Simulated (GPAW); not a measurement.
# Near-edge structure at the Li K edge of K2LiAlF6 (Fm-3m)

Aim: the near-edge shape at the Li K edge of K2LiAlF6 (Fm-3m), and what the core hole does to it.

Main program and level: GPAW 26.7.0; X-ray absorption from dipole matrix elements to empty bands, plane-wave PAW LDA.

## 1. The structure

It takes space group Fm-3m (No. 225, cubic). Conventional cell: a = 7.842 Å, b = 7.842 Å, c = 7.842 Å, α = 90.00°, β = 90.00°, γ = 90.00°. Nearest to K lie 12 F at 2.78 Å. Al has 6 F at 1.81 Å nearest. Nearest to F lie 1 Al at 1.81 Å and 1 Li at 2.11 Å and 4 K at 2.78 Å. Nearest to Li lie 6 F at 2.11 Å. Farther neighbours and most contacts between anions are not listed.

As a file:

```cif
data_structure
_symmetry_space_group_name_H-M 'P 1'
_symmetry_Int_Tables_number 1
_cell_length_a 5.5451
_cell_length_b 5.5451
_cell_length_c 5.5451
_cell_angle_alpha 60.000
_cell_angle_beta 60.000
_cell_angle_gamma 60.000
_cell_volume 120.56
loop_
_atom_site_label
_atom_site_type_symbol
_atom_site_fract_x
_atom_site_fract_y
_atom_site_fract_z
_atom_site_occupancy
K1 K 0.75000 0.75000 0.75000 1
K2 K 0.25000 0.25000 0.25000 1
Al3 Al 0.00000 0.00000 0.00000 1
F4 F 0.76890 0.76890 0.23110 1
F5 F 0.23110 0.23110 0.76890 1
F6 F 0.76890 0.23110 0.76890 1
F7 F 0.23110 0.76890 0.76890 1
F8 F 0.23110 0.76890 0.23110 1
F9 F 0.76890 0.23110 0.23110 1
Li10 Li 0.50000 0.50000 0.50000 1
```

## 2. The field without a hole

The ground state comes first: it tells whether the system has a gap, which decides how the excited electron is treated.

Input file scf.py:

```python
import numpy as np
from ase import Atoms
from ase.parallel import parprint, paropen
from gpaw import GPAW, PW, FermiDirac, Mixer, MixerDif, setup_paths
from gpaw.test import gen
setup_paths.insert(0, '.')
gen('Li', name='nch1s', xcname='LDA', corehole=(1, 0, 0), write_xml=True)
from gpaw.mpi import world
world.barrier()

atoms = Atoms('K2AlF6Li',
    cell=[[0, 3.921, 3.921],
     [3.921, 0, 3.921],
     [3.921, 3.921, 0]],
    scaled_positions=[[0.75, 0.75, 0.75],
     [0.25, 0.25, 0.25],
     [0, 0, 0],
     [0.7689, 0.7689, 0.2311],
     [0.2311, 0.2311, 0.7689],
     [0.7689, 0.2311, 0.7689],
     [0.2311, 0.7689, 0.7689],
     [0.2311, 0.7689, 0.2311],
     [0.7689, 0.2311, 0.2311],
     [0.5, 0.5, 0.5]],
    pbc=True)
atoms.calc = calc = GPAW(legacy_gpaw=True, mode=PW(500), xc='LDA', setups={9: 'nch1s'},
    kpts={'size': (6, 6, 6), 'gamma': True}, occupations=FermiDirac(0.05),
    charge=0, mixer=Mixer(0.1, 5, 50), maxiter=150,
    convergence={'density': 0.0001}, txt='scf.txt')
energy = atoms.get_potential_energy() + calc.get_reference_energy()
ef = calc.get_fermi_level()
out = dict(energy=energy, fermi=ef, forces=atoms.get_forces().tolist())
parprint(f'all-electron energy {energy:.4f} eV, Fermi level {ef:.4f} eV')
ev = np.array([[calc.get_eigenvalues(k, s) for k in range(len(calc.get_ibz_k_points()))] for s in range(calc.get_number_of_spins())])
out['homo'], out['lumo'], out['counts'] = ev[ev < ef].max(), ev[ev > ef].min(), sorted(set((ev < ef).sum((0, 2)).tolist()))
out['filled'] = (ev[:, 0] < ef).sum(1).tolist()
import json
with paropen('out.json', 'w') as f:
    json.dump(out, f)
```

Command:

```sh
$ OMP_NUM_THREADS=1 mpirun -n 4 gpaw python scf.py
```

Numbers of over 12 decimals in the logs are rounded to 6 here.

Log:

```text
Input parameters:
  convergence: {density: 0.0001}
  kpts: {gamma: True,
         size: (6, 6, 6)}
  maxiter: 150
  mixer: {backend: pulay,
          beta: 0.1,
          method: separate,
          nmaxold: 5,
          weight: 50}
  mode: {ecut: 500.0,
         name: pw}
  occupations: {fixmagmom: False,
                name: fermi-dirac,
                width: 0.05}
  setups: {9: nch1s}

Initialize ...

[... PAW data sets ...]

Reference energy: -55653.122836  # eV

Spin-paired calculation

[... convergence settings ...]
Symmetries present (total): 48
  [... symmetry matrices ...]

216 k-points: 6 x 6 x 6 Monkhorst-Pack grid + [1/12,1/12,1/12]
16 k-points in the irreducible part of the Brillouin zone
       k-points in crystal coordinates                weights
   0:     0.00000000    0.00000000    0.00000000          1/216
   1:     0.16666667    0.16666667    0.00000000          6/216
   2:     0.16666667    0.16666667    0.16666667          8/216
   3:     0.33333333    0.16666667    0.16666667         12/216
   4:     0.33333333    0.33333333   -0.33333333         12/216
   5:     0.33333333    0.33333333    0.00000000          6/216
   6:     0.33333333    0.33333333    0.16666667         24/216
   7:     0.33333333    0.33333333    0.33333333          8/216
   8:     0.50000000    0.33333333   -0.33333333         24/216
   9:     0.50000000    0.33333333   -0.16666667         12/216
          ...
  15:     0.50000000    0.50000000    0.50000000          4/216

Wave functions: Plane wave expansion
  Cutoff energy: 500.000 eV
  Number of coefficients (min, max): 3026, 3119
  Pulay-stress correction: 0.000000 eV/Ang^3 (de/decut=0.000000)
  Using FFTW library
  Wavefunction extrapolation:
    Improved wavefunction reuse through dual PAW basis

Occupation numbers: Fermi-Dirac:
  width: 0.0500  # eV

Eigensolver
   Davidson(niter=2)

Densities:
  Coarse grid: 30*30*30 grid
  Fine grid: 60*60*60 grid
  Total Charge: 0.000000

Density mixing:
  Method: separate
  Backend: pulay
  Linear mixing parameter: 0.1
  old densities: 5
  Width of damping distribution: 1.1
  Damping of long wavelength oscillations: 50

[... Hamiltonian set-up ...]
Number of atoms: 10
Number of atomic orbitals: 42
Number of bands in calculation: 42
Number of valence electrons: 64
Bands to converge: occupied

... initialized

Initializing position-dependent things.

Density initialized from atomic densities
Creating initial wave functions:
  42 bands from LCAO basis set

                         K
                   F
                     F
              F    Li    F

                  F
                   F
             K

       Al

Atomic positions and initial magnetic moments

Positions:
   0 K      5.881500    5.881500    5.881500    ( 0.0000,  0.0000,  0.0000)
   1 K      1.960500    1.960500    1.960500    ( 0.0000,  0.0000,  0.0000)
   2 Al     0.000000    0.000000    0.000000    ( 0.0000,  0.0000,  0.0000)
   3 F      3.921000    3.921000    6.029714    ( 0.0000,  0.0000,  0.0000)
   4 F      3.921000    3.921000    1.812286    ( 0.0000,  0.0000,  0.0000)
   5 F      3.921000    6.029714    3.921000    ( 0.0000,  0.0000,  0.0000)
   6 F      6.029714    3.921000    3.921000    ( 0.0000,  0.0000,  0.0000)
   7 F      3.921000    1.812286    3.921000    ( 0.0000,  0.0000,  0.0000)
   8 F      1.812286    3.921000    3.921000    ( 0.0000,  0.0000,  0.0000)
   9 Li     3.921000    3.921000    3.921000    ( 0.0000,  0.0000,  0.0000)

Unit cell:
           periodic     x           y           z      points  spacing
  1. axis:    yes    0.000000    3.921000    3.921000    30     0.1509
  2. axis:    yes    3.921000    0.000000    3.921000    30     0.1509
  3. axis:    yes    3.921000    3.921000    0.000000    30     0.1509

  Lengths:   5.545131   5.545131   5.545131
  Angles:   60.000000  60.000000  60.000000

Effective grid spacing dv^(1/3) = 0.1647

iter:   1   -57.219702
iter:   2   -56.229714   -1.30  -1.22
iter:   3   -55.106266   -0.92  -1.30
iter:   4   -55.253931   -1.33  -1.50
iter:   5   -55.059500   -1.53  -1.78
iter:   6   -55.053489   -3.46  -2.53
iter:   7   -55.051096c  -3.86  -2.72
iter:   8   -55.052663c  -3.01  -2.84
iter:   9   -55.050654c  -3.13  -2.82
iter:  10   -55.049816c  -4.42  -3.06
iter:  11   -55.049808c  -5.21  -3.86
iter:  12   -55.049807c  -6.51  -4.42c
iter:  13   -55.049806c  -6.89  -4.43c
iter:  14   -55.049807c  -7.27  -5.12c
iter:  15   -55.049806c  -7.78c -4.67c

Converged after 15 iterations.

Dipole moment: (-0.000000, 0.000000, 0.000000) |e|*Ang

Energy contributions relative to reference atoms: (reference = -55653.122836)

Kinetic:        +44.507216
Potential:      -41.710362
External:        +0.000000
XC:             -57.813176
Entropy (-ST):   -0.000000
Local:           -0.033484
SIC:             +0.000000
--------------------------
Free energy:    -55.049806
Extrapolated:   -55.049806

Showing only first 2 kpts
 Kpt  Band  Eigenvalues  Occupancy
  0    30      0.09218    2.00000
  0    31      0.09219    2.00000
  0    32      7.61295    0.00000
  0    33     10.33499    0.00000

  1    30     -0.03390    2.00000
  1    31      0.08976    2.00000
  1    32      8.07802    0.00000
  1    33     10.36272    0.00000

Fermi level: 2.76674

Gap: 7.521 eV
Transition (v -> c):
  (s=0, k=0, n=31, [0.00, 0.00, 0.00]) -> (s=0, k=0, n=32, [0.00, 0.00, 0.00])
No difference between direct/indirect transitions

Forces in eV/Ang:
  0 K     0.00000    0.00000   -0.00000
  1 K    -0.00000   -0.00000    0.00000
  2 Al   -0.00000    0.00000    0.00000
  3 F     0.00000    0.00000   -0.26626
  4 F    -0.00000    0.00000    0.26626
  5 F     0.00000   -0.26626    0.00000
  6 F    -0.26626    0.00000   -0.00000
  7 F     0.00000    0.26626   -0.00000
  8 F     0.26626    0.00000    0.00000
  9 Li    0.00000   -0.00000    0.00000
Scalar-relativistic atomic LDA calculation for Li (Lithium, Z=3)
Core hole in 1s state (1s occupation: 2.0)
300 radial gridpoints.
|------------------------------------------------|
|------------------------------------------------|
[... the atom generator's iteration count ...]

Energy contributions:
-------------------------
Kinetic:       +7.239206
XC:            -1.652020
Potential:    -12.922674
-------------------------
Total:         -7.335488

state      eigenvalue         ekin         rmax
-----------------------------------------------
1s^2.0 :    -1.878344     3.502985        0.365
2s^1.0 :    -0.105610     0.233235        3.124
2p^0.0 :    -0.041382     0.137004        3.898
-----------------------------------------------
(units: Bohr and Hartree)

Generating PAW setup
Kinetic energy of the core from tauc = 7.006868
Cutoffs:
rc(s)=2.000
rc(p)=2.000
rc(d)=2.000
rc(vbar)=1.800
rc(comp)=2.000
rc(nct)=2.000

Kinetic energy of the core states: 7.005971
Charge: 0.0
Core electrons: 2.0
Valence electrons: 1.0
Pseudo-core charge: 0.168869
Shape function alpha=2.500
Pseudo-electron charge 1.164086
state    eigenvalue         norm
--------------------------------
2s(1) :    -0.105610     0.995217
*s    :     0.894390
2p(0) :    -0.041382     0.995581
*p    :     0.958618
*d    :     0.000000
--------------------------------

Diagonalizing with gridspacing h=0.050

state   all-electron     PAW
-------------------------------
2s:      -0.105610    -0.105589
2p:      -0.041382    -0.041286
*d:                    0.026692
*f:                    0.061621
-------------------------------
all-electron energy -55708.1726 eV, Fermi level 2.7667 eV
```

The job ended after 14 s (4 MPI ranks of Arm Neoverse V2, shared host; peak memory 0.24 GiB).

The mesh shows a gap of 7.52 eV, so the hole is first treated in a charged cell, without the excited electron.

## 3. Spectrum without a core hole, Li atom 10

This cheap baseline ignores the attraction of the hole: it shows the absorber's empty states as they are in the ground state. The data set with a hole of occupation 0 only carries the core orbital.

The absorber has 6 F at 2.11 Å (octahedral, site symmetry m-3m).

Input file xas.py:

```python
import numpy as np
from ase import Atoms
from ase.parallel import parprint, paropen
from gpaw import GPAW, PW, FermiDirac, Mixer, MixerDif, setup_paths
from gpaw.test import gen
setup_paths.insert(0, '.')
gen('Li', name='nch1s', xcname='LDA', corehole=(1, 0, 0), write_xml=True)
from gpaw.mpi import world
world.barrier()

atoms = Atoms('K2AlF6Li',
    cell=[[0, 3.921, 3.921],
     [3.921, 0, 3.921],
     [3.921, 3.921, 0]],
    scaled_positions=[[0.75, 0.75, 0.75],
     [0.25, 0.25, 0.25],
     [0, 0, 0],
     [0.7689, 0.7689, 0.2311],
     [0.2311, 0.2311, 0.7689],
     [0.7689, 0.2311, 0.7689],
     [0.2311, 0.7689, 0.7689],
     [0.2311, 0.7689, 0.2311],
     [0.7689, 0.2311, 0.2311],
     [0.5, 0.5, 0.5]],
    pbc=True)
atoms.calc = calc = GPAW(legacy_gpaw=True, mode=PW(500), xc='LDA', setups={9: 'nch1s'},
    kpts={'size': (6, 6, 6), 'gamma': True}, occupations=FermiDirac(0.02),
    charge=0, mixer=Mixer(0.1, 5, 50), maxiter=150,
    convergence={'density': 0.0001}, txt='scf.txt')
energy = atoms.get_potential_energy() + calc.get_reference_energy()
ef = calc.get_fermi_level()
out = dict(energy=energy, fermi=ef, forces=atoms.get_forces().tolist())
parprint(f'all-electron energy {energy:.4f} eV, Fermi level {ef:.4f} eV')
ev = np.array([[calc.get_eigenvalues(k, s) for k in range(len(calc.get_ibz_k_points()))] for s in range(calc.get_number_of_spins())])
out['homo'], out['lumo'], out['counts'] = ev[ev < ef].max(), ev[ev > ef].min(), sorted(set((ev < ef).sum((0, 2)).tolist()))
out['filled'] = (ev[:, 0] < ef).sum(1).tolist()

from ase.units import Ha
from gpaw.xas import dipole_matrix_elements
nb = int(calc.get_number_of_electrons() / 2) + 75
top, nb = nb, nb + 8 + nb // 12
nscf = calc.fixed_density(kpts={'size': (5, 5, 5), 'gamma': True}, nbands=nb,
    convergence={'bands': top, 'eigenstates': 1e-5}, maxiter=60, txt='nscf.txt')
cell = atoms.cell.array
ops = [cell.T @ U.T @ np.linalg.inv(cell.T) for U in nscf.wfs.kd.symmetry.op_scc]
filled = [32]  # bands filled in the ground state, by spin
E = np.arange(-25, 34, 0.1)
fwhm = np.interp(E, [4, 25], [0.9, 3.5])
Y, X, zero, highest = 0, 0, 1e9, 1e9
for spin in range(nscf.get_number_of_spins()):
    wfs = nscf.wfs
    A = dipole_matrix_elements(wfs.setups[9])
    eps = np.zeros((wfs.kd.nibzkpts, nb))
    d = np.zeros((3, A.shape[1], wfs.kd.nibzkpts, nb), complex)
    for kpt in wfs.kpt_u:
        if kpt.s == spin and 9 in kpt.P_ani:
            eps[kpt.k] = kpt.eps_n * Ha
            d[:, :, kpt.k] = (kpt.weight * wfs.nspins / 2) ** 0.5 * np.inner(A, kpt.P_ani[9])
    world.sum(eps)
    world.sum(d)
    T = np.einsum('amkn,bmkn->abkn', d, d.conj()).real
    T = sum(np.einsum('ai,ijkn,bj->abkn', R, T, R) for R in ops) / len(ops)
    empty = np.ones_like(eps, bool) & (np.arange(nb) >= filled[spin])
    zero, highest = min(zero, eps[empty].min()), min(highest, eps[:, top - 1].min())
    lines = [(eps, T, empty)] if spin == 0 else lines + [(eps, T, empty)]
for eps, T, empty in lines:
    f = np.einsum('aakn->akn', T).reshape(3, -1)
    x = eps.ravel() - zero
    w = np.interp(x, E, fwhm) / 2.35482
    g = np.exp(-0.5 * ((E[:, None] - x) / w) ** 2) / (w * (2 * np.pi) ** 0.5)
    Y = Y + (f * empty.ravel()) @ g.T
    X = X + (f * ~empty.ravel()) @ g.T
out.update(E=E.round(2).tolist(), xas=Y.tolist(), xes=X.tolist(), zero=zero, valid=highest - zero, nk=len(eps), nb=nb)
for i in range(0, len(E), 10):
    parprint(f'{E[i]:7.2f}', *(f'{v:10.3e}' for v in Y[:, i]))
import json
with paropen('out.json', 'w') as f:
    json.dump(out, f)
```

Command:

```sh
$ OMP_NUM_THREADS=1 mpirun -n 4 gpaw python xas.py
```

Log:

```text
Input parameters:
  convergence: {density: 0.0001}
  kpts: {gamma: True,
         size: (6, 6, 6)}
  maxiter: 150
  mixer: {backend: pulay,
          beta: 0.1,
          method: separate,
          nmaxold: 5,
          weight: 50}
  mode: {ecut: 500.0,
         name: pw}
  occupations: {fixmagmom: False,
                name: fermi-dirac,
                width: 0.02}
  setups: {9: nch1s}

Initialize ...

[...]
*p    :     0.958618
*d    :     0.000000
--------------------------------

Diagonalizing with gridspacing h=0.050

state   all-electron     PAW
-------------------------------
2s:      -0.105610    -0.105589
2p:      -0.041382    -0.041286
*d:                    0.026692
*f:                    0.061621
-------------------------------
all-electron energy -55708.1726 eV, Fermi level 2.7667 eV
[...]
32.00  1.144e-03  1.144e-03  1.144e-03
  33.00  1.161e-03  1.161e-03  1.161e-03
[key lines of the parts left out:]
Converged after 15 iterations.
Dipole moment: (-0.000000, 0.000000, 0.000000) |e|*Ang
Free energy:    -55.049806
Fermi level: 2.76674
```

It took 34 s on 4 MPI ranks; peak memory 0.27 GiB; 2.2 min of CPU time.

The Li K spectrum, Li atom 10, no core hole (energy from the lowest empty level; intensity scaled to a mean of 1 over the first 20 eV):

```csv
E (eV),intensity
-2.0,0.00
-1.4,0.00
-0.8,0.00
-0.2,0.00
0.4,0.01
1.0,0.05
1.6,0.13
2.2,0.30
2.8,0.78
3.4,1.28
4.0,1.09
4.6,0.81
5.2,0.50
5.8,0.36
6.4,0.76
7.0,1.92
7.6,2.94
8.2,2.97
8.8,2.62
9.4,2.33
10.0,1.99
10.6,1.71
11.2,1.45
11.8,1.06
12.4,0.63
13.0,0.39
13.6,0.35
14.2,0.48
14.8,0.68
15.4,0.87
16.0,0.97
16.6,0.92
17.2,0.78
17.8,0.61
18.4,0.50
19.0,0.44
19.6,0.45
20.2,0.50
20.8,0.60
21.4,0.71
22.0,0.79
22.6,0.81
23.2,0.75
23.8,0.66
24.4,0.55
25.0,0.45
25.6,0.37
26.2,0.30
26.8,0.25
27.4,0.22
28.0,0.20
28.6,0.20
29.2,0.20
29.8,0.22
```

Main maxima below 24 eV (height): 3.5 eV (1.29), 7.9 eV (3.06), 16.1 eV (0.97) and 22.4 eV (0.81). A K edge sees empty p states on the absorber.

The same matrix elements for filled bands give the Li K emission of Li atom 10 (ground-state approximation; energy from the lowest empty level, largest value 1):

```csv
E (eV),emission
-24.00,0.00
-23.25,0.00
-22.50,0.00
-21.75,0.00
-21.00,0.00
-20.25,0.00
-19.50,0.00
-18.75,0.00
-18.00,0.00
-17.25,0.00
-16.50,0.01
-15.75,0.01
-15.00,0.00
-14.25,0.00
-13.50,0.00
-12.75,0.03
-12.00,0.30
-11.25,0.27
-10.50,0.96
-9.75,0.76
-9.00,0.86
-8.25,0.33
-7.50,0.06
-6.75,0.00
-6.00,0.00
-5.25,0.00
-4.50,0.00
-3.75,0.00
-3.00,0.00
-2.25,0.00
-1.50,0.00
-0.75,0.00
0.00,0.00
0.75,0.00
1.50,0.00
2.25,0.00
3.00,0.00
```

Emission maxima: -11.8 eV (0.33), -10.4 eV (1.00) and -9.2 eV (0.97).

## 4. Cell without a hole, the energy reference

The photon energy needs a difference of total energies, so the cell and mesh of the coming hole run are first run without a hole.

Changes to scf.py since step 2:

```diff
@@ -26,3 +26,3 @@
 atoms.calc = calc = GPAW(legacy_gpaw=True, mode=PW(500), xc='LDA', setups={9: 'nch1s'},
-    kpts={'size': (6, 6, 6), 'gamma': True}, occupations=FermiDirac(0.05),
+    kpts={'size': (4, 4, 4), 'gamma': True}, occupations=FermiDirac(0.02),
     charge=0, mixer=Mixer(0.1, 5, 50), maxiter=150,
```

Command:

```sh
$ OMP_NUM_THREADS=1 mpirun -n 4 gpaw python scf.py
```

Log:

```text
Input parameters:
  convergence: {density: 0.0001}
  kpts: {gamma: True,
         size: (4, 4, 4)}
  maxiter: 150
  mixer: {backend: pulay,
          beta: 0.1,
          method: separate,
          nmaxold: 5,
          weight: 50}
  mode: {ecut: 500.0,
         name: pw}
  occupations: {fixmagmom: False,
                name: fermi-dirac,
                width: 0.02}
  setups: {9: nch1s}

Initialize ...

[...]
--------------------------------
2s(1) :    -0.105610     0.995217
*s    :     0.894390
2p(0) :    -0.041382     0.995581
*p    :     0.958618
*d    :     0.000000
--------------------------------

Diagonalizing with gridspacing h=0.050

state   all-electron     PAW
-------------------------------
2s:      -0.105610    -0.105589
2p:      -0.041382    -0.041286
*d:                    0.026692
*f:                    0.061621
-------------------------------
all-electron energy -55708.1645 eV, Fermi level 2.7667 eV
[key lines of the parts left out:]
Converged after 16 iterations.
Dipole moment: (0.000000, 0.000000, 0.000000) |e|*Ang
Free energy:    -55.041627
Fermi level: 2.76674
```

Elapsed: 9.3 s, on 4 MPI ranks; peak memory 0.23 GiB; 37 s of CPU time.

Reference energy: -55708.164 eV with the cores included.

[end of part 1 of 2]

[Banner, clock and machine lines of the logs are left out without a mark of their own.]

[Logs are printed without paths, hosts, clocks, repeated set-up lines and the standing remarks that a program may print on its own settings, such as how far it seeks lower states.]

[Hosts, paths, dates, database ids (printed as entryN), source tags and the programs' standing remarks are cut or masked in the printed files.]

[Lists of maxima count a maximum above −3 eV only where it reaches 4 % of the highest in the window and stands out from its surroundings by 2 % of it (1.5 % where it reaches 55 %); shoulders and weaker maxima are passed over, and of the rest the first, up to two pre-edge ones and the few strongest are named.]
